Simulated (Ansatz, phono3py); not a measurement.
# LiH (Fm-3m): lattice thermal conductivity, part 3 of 5

Aim: the lattice thermal conductivity of LiH against temperature, and which phonons carry it.

Measurements to reproduce:
- thermal conductivity 15 W/m/K near room temperature (given in “Combining the AFLOW GIBBS and Elastic Libraries to efficiently and robustly screen thermo-mechanical properties of solids”, 2017, arXiv:1611.05714)
- thermal conductivity 15 W/m/K near room temperature (given in “Predicting the lattice thermal conductivity of solids by solving the Boltzmann transport equation: AFLOW - AAPL an automated, accurate and efficient framework”, 2017, arXiv:1611.05481)

Ansatz 0.2.0; DFT LDA, scalar-relativistic, plane waves, PAW; PAW set soft_1.

So far. Step 2 (A first coarse run): The start is under -4.1 GPa at this level and looks like an insulator or semiconductor on this mesh. Step 5 (Relaxing to small residual forces and stress): The residual pressure is -5.4e-4 GPa, small enough for phonons. The relaxed cell has a = 3.908 Å (conventional setting).

The database entry behind the starting cell differs from later determinations by our own check (the deuteride, about 0.2 % short), so it need not match the best structure at ambient conditions.

## (6) Third-order constants and the Boltzmann equation, k-mesh 9×9×9, third order supercell 3×3×3 (continued)

LO-TO term included. Phonon branches along the path, in cm⁻¹:

```tsv
point	branch 1	branch 2	branch 3	branch 4	branch 5	branch 6
Γ	0	0	0	647	647	1099
halfway	256	256	370	772	772	1083
X	333	333	434	857	857	1039
halfway	333	356	430	856	886	1027
U	330	408	418	855	951	993
jump to K	330	408	418	855	951	993
halfway	241	285	406	792	803	1082
Γ	0	0	0	647	647	1099
halfway	215	215	367	762	762	1094
L	304	304	541	857	857	1088
halfway	322	356	487	858	910	1039
W	372	399	399	901	955	955
halfway	353	356	426	879	888	1016
X	333	333	434	857	857	1039
```

The phonon branches as a text plot (rows in cm⁻¹):

```
   1076 |*********             ***********************
   1030 |         *******   ***                       **      ***
    985 |                ***                            ** ***
    939 |                ** *                          *****
    893 |              **    **                     *** *******
    847 |        ***************               *********       **
    802 |       *              **            **
    756 |    ***                 *          *
    710 |   *                     **      **
    664 |***                        ******
    618 |
    573 |
    527 |                                      *******
    481 |                   ***               *       **
    435 |        ***********   *             *          *   *****
    389 |      **       *****   *           *          ******
    344 |         ********** *** *                  ******  *****
    298 |    ** **          *** *          *   *******
    252 |   *  *               *****      *  **
    206 |    **                  *  *       *
    160 |  **                     **     ***
    115 |  *                        **   *
     69 | *                          *  *
     23 |*                            **
         Γ           X  U|K            Γ         L        W     X
```

W/m/K. Kappa, by row:

```tsv
T (K)	RTA xx	RTA yy	RTA zz	full xx	full yy	full zz	coherence part xx	coherence part yy	coherence part zz	ending	iterations	least Ritz value
100	103.5	103.5	103.5	113.2	113.2	113.2	0.0388	0.0388	0.0388	converged	7	0.627
150	56.33	56.33	56.33	62.9	62.9	62.9	0.07112	0.07112	0.07112	converged	7	0.6
200	41.54	41.54	41.54	46.55	46.55	46.55	0.1028	0.1028	0.1028	converged	8	0.602
300	27.37	27.37	27.37	30.44	30.44	30.44	0.1813	0.1813	0.1813	converged	8	0.58
400	20.43	20.43	20.43	22.55	22.55	22.55	0.262	0.262	0.262	converged	9	0.548
500	16.44	16.44	16.44	18.06	18.06	18.06	0.3343	0.3343	0.3343	converged	9	0.528
```

The lattice thermal conductivity by temperature:

```tsv
temperature (K)	RTA xx (W/m/K)	full xx (W/m/K)
100	104	113
150	56.3	62.9
200	41.5	46.5
300	27.4	30.4
400	20.4	22.6
500	16.4	18.1
```

The modes has structure finer than the step of the table below, so its rows give means over 50 cm⁻¹, whole bins alone (the curve runs from -10 to 1142 cm⁻¹). Peaks (cm⁻¹: height): H 852.3: 0.0249, 1077.0: 0.0113; Li 323.3: 0.0213, 439.3: 0.0127.

Phonopy on the run's constants, 21x21x21 mesh, Gaussian sigma 8.2 cm⁻¹. The modes by wavenumber; means over each step; values in 1/cm⁻¹/cell:

```tsv
wavenumber (cm⁻¹)	H	Li
50	1.1e-5	8.9e-5
100	4.8e-5	4.0e-4
150	9.6e-5	9.9e-4
200	1.5e-4	0.00219
250	2.0e-4	0.00495
300	2.0e-4	0.0148
350	1.4e-4	0.0145
400	1.1e-4	0.00676
450	1.1e-4	0.0101
500	3.1e-5	0.00365
550	9.7e-7	4.3e-4
600	0	0
650	2.8e-4	3.6e-5
700	0.00128	1.2e-4
750	0.00276	1.7e-4
800	0.00624	1.8e-4
850	0.0180	1.3e-4
900	0.00784	3.0e-5
950	0.00317	3.6e-6
1000	0.00449	2.5e-6
1050	0.00945	1.2e-4
1100	0.00537	3.2e-4
```

Distinct triplets, nearest first. Third order norms, by row:

```tsv
sites	side 1 (Å)	side 2 (Å)	side 3 (Å)	norm of the 27 components (eV/Å³)
Li-Li-Li	0	0	0	0
H-H-H	0	0	0	0
Li-H-H	0	1.95	1.95	4.959
Li-H-Li	0	1.95	1.95	5.116
Li-H-H	1.95	1.95	2.76	0.198
Li-H-Li	1.95	1.95	2.76	0.324
Li-Li-Li	0	2.76	2.76	1.523
Li-Li-Li	2.76	2.76	2.76	0.055
H-H-H	0	2.76	2.76	0.441
H-H-H	2.76	2.76	2.76	0.147
```

Born charge (rows field, columns displacement) (e), principal values of the symmetric part by kind of site:

```tsv
atom	atoms with these values	low	middle	high	mean
Li1	1	1.02	1.02	1.02	1.02
H2	1	-1.02	-1.02	-1.02	-1.02
```

In full for H2:

```
-1.02  0.00  0.00
 0.00 -1.02  0.00
 0.00  0.00 -1.02
```

RTA, 300 K. Kappa by branch, by row:

```tsv
branch (by rank)	mean frequency (THz)	mean rms speed (km/s)	median lifetime (ps)	share of kappa
1	8.82	2.44	1.81	0.207
2	9.65	3.28	1.94	0.435
3	13.03	3.5	0.7	0.325
4	24.88	2.17	0.207	0.004
5	25.81	3.62	0.399	0.025
6	31.49	1.98	0.0601	0.004
```

Spectral kappa at 300 K against frequency; read off at these points; values in W/m/K/THz:

```tsv
frequency (THz)	relaxation time (W/m/K/THz)	full solution (W/m/K/THz)
0.5	0	0
1.5	0.604	0.595
2.5	2.43	2.47
3.5	1.31	1.30
4.5	1.48	1.60
6.5	3.04	3.36
7.5	3.67	4.06
8.5	4.33	4.85
9.5	2.60	3.03
10.5	2.08	2.50
11.5	1.19	1.54
12.5	0.552	0.875
13.5	0.457	0.522
14.5	0.172	0.152
15.5	0.0558	0.00903
17.5	0	0
18.5	0	0
19.5	0.00137	0.00123
20.5	0.0168	0.0137
21.5	0.0257	0.0166
22.5	0.0223	0.0177
23.5	0.0302	0.0393
24.5	0.0708	0.0925
25.5	0.137	0.168
26.5	0.147	0.145
28.5	0.142	0.142
29.5	0.0839	0.0705
30.5	0.0255	-0.0190
31.5	0.00570	-0.0294
32.5	0.00127	-0.0115
```

Relaxation-time solution. Share of κ carried by shorter paths against mean free path:

```tsv
mean free path (nm)	100 K	300 K	500 K
0.316	0	0.001	0.008
0.464	0	0.002	0.013
0.681	0	0.005	0.022
1	0	0.009	0.039
1.47	0	0.018	0.065
2.15	0	0.032	0.124
3.16	0	0.061	0.217
4.64	0.001	0.114	0.297
6.81	0.003	0.192	0.372
10	0.007	0.283	0.487
14.7	0.016	0.38	0.639
21.5	0.024	0.493	0.753
31.6	0.036	0.639	0.854
46.4	0.052	0.776	0.904
68.1	0.078	0.865	0.936
100	0.129	0.926	0.965
147	0.199	0.926	1
215	0.288	0.987	1
316	0.381	1	1
464	0.5	1	1
681	0.628	1	1
1000	0.693	1	1
1470	0.722	1	1
2150	0.846	1	1
3160	1	1	1
```

300 K; a sample spread over frequency. Mode lifetimes, by row, the first 40 of 90 rows:

```tsv
q1	q2	q3	branch	frequency (THz)	rms speed (km/s)	three-phonon rate (1/ps)	isotope rate (1/ps)	lifetime (ps)	mean free path (nm)
0	0	0.0588	1	1.719	6.48	0.0694	2.75e-5	14.4	93.3
0	0	0.1176	2	3.353	6.03	0.266	7.79e-4	3.75	22.6
0	0	0.1765	2	4.84	5.42	0.614	0.00401	1.62	8.78
0	0.1765	0.1765	1	5.791	5.67	0.129	0.00944	7.22	41
0	0.1176	0.2353	2	6.22	5.24	0.261	0.0137	3.64	19.1
0	0.0588	-0.2353	2	6.93	4.94	0.365	0.0248	2.56	12.7
0	0.1176	0.2941	2	7.281	4.36	0.304	0.0339	2.96	12.9
0.0588	0.1765	0.3529	1	7.649	4.01	0.377	0.0463	2.37	9.49
0	0	0.1765	3	8.041	9.6	0.0524	0.0597	8.92	85.6
0.0588	0.1765	0.3529	2	8.208	4.57	0.153	0.0754	4.38	20
0	0.1176	-0.1176	3	8.511	8.74	0.299	0.0939	2.55	22.2
0.0588	0.2353	0.4118	1	8.694	3.15	0.273	0.122	2.53	7.97
0	0.1176	0.4118	2	8.837	3.2	0.387	0.148	1.87	5.98
0.0588	0.2941	0.4118	1	9.031	2.75	0.185	0.194	2.64	7.25
0	0.0588	-0.4118	2	9.128	1.94	0.347	0.258	1.65	3.21
0.1176	0.2941	-0.2353	1	9.227	2.52	0.416	0.266	1.47	3.7
0.1176	0.2941	0.4118	2	9.319	3.69	0.0665	0.268	2.99	11
0	0.1765	-0.4706	1	9.445	0.73	0.342	0.293	1.58	1.15
0.1176	0.2353	-0.4118	1	9.554	1.3	0.369	0.306	1.48	1.92
0.0588	0.1765	-0.2941	2	9.661	3.58	0.213	0.317	1.89	6.76
0	0.4118	0.4118	2	9.771	1.05	0.128	0.335	2.16	2.26
0	0.1765	-0.2941	2	9.873	3.92	0.162	0.356	1.93	7.56
0.0588	0.3529	-0.4118	1	9.969	1.17	0.267	0.387	1.53	1.79
0.0588	0.4118	-0.4706	1	10.04	1.4	0.182	0.38	1.78	2.49
0.0588	0.4706	-0.4706	1	10.12	1.02	0.2	0.302	1.99	2.03
0.1765	0.4118	-0.4118	1	10.28	2.26	0.286	0.258	1.84	4.17
0.0588	0.4118	-0.4706	2	10.45	2.5	0.227	0.236	2.16	5.39
0.0588	0.4706	-0.4118	2	10.6	2.67	0.269	0.211	2.09	5.57
0.0588	0.1176	0.2941	3	10.82	7.61	0.302	0.183	2.06	15.7
0.1765	0.4118	-0.4118	2	11.04	2.31	0.293	0.182	2.11	4.87
0	0.4118	-0.4118	2	11.28	3.46	0.34	0.176	1.94	6.7
0	0.2941	-0.4118	2	11.59	3.01	0.643	0.174	1.22	3.68
0.1176	0.2353	0.3529	3	11.86	5.24	0.731	0.114	1.18	6.21
0.2353	0.4706	-0.2941	3	12.25	2.41	0.686	0.0714	1.32	3.18
0.1765	0.4118	-0.2941	3	12.64	3.18	0.906	0.206	0.899	2.86
0.0588	0.4118	-0.4118	3	12.82	1	0.667	0.305	1.03	1.02
0.0588	0.4706	-0.4706	3	12.98	0.32	0.702	0.566	0.788	0.253
0.1176	0.4118	-0.4706	3	13.06	0.73	0.854	0.418	0.786	0.571
0.1176	0.3529	-0.4706	3	13.29	1.35	1.16	0.323	0.673	0.909
0	0.2941	-0.4706	3	13.47	2.62	1.05	0.292	0.747	1.95
```

Without the LO-TO term. Gamma linewidths, by row:

```tsv
branch	frequency (cm⁻¹)	three-phonon rate (1/ps)	isotope rate (1/ps)	FWHM (cm⁻¹)
4	646.8	1.89	5.25e-32	10
5	646.8	1.89	5.25e-32	10
6	646.8	1.89	5.25e-32	10
```

W/m/K, third of the trace; RTA populations with a boundary rate v/L added to each mode (Matthiessen's rule). Kappa by grain size, by row:

```tsv
T (K)	bulk	10 nm	30 nm	100 nm	300 nm	1000 nm	10000 nm	100000 nm
100	103.4	4.985	11.48	24.89	43.11	65.62	95.45	102.5
300	27.19	9.94	15.66	21.23	24.49	26.23	27.08	27.18
```

W/m/K, third of the trace; RTA populations with the isotope rates scaled. Kappa by mass disorder, by row:

```tsv
T (K)	no isotopes	as typed	variance x 3	variance x 10	variance x 30
100	191.9	103.4	78.8	52.52	31.51
300	39.05	27.19	20.54	14.04	9.512
```

At 300 K the relaxation-time value is 27.4 W/(m K).

[end of part 3 of 5]

[Logs are printed without paths, hosts, clocks, repeated set-up lines and the standing remarks that a program may print on its own settings, such as how far it seeks lower states.]

[Hosts, paths, dates, database ids (printed as entryN), source tags and the programs' standing remarks are cut or masked in the printed files.]

[A step with changed settings may run another functional than the one named; its input shows which.]
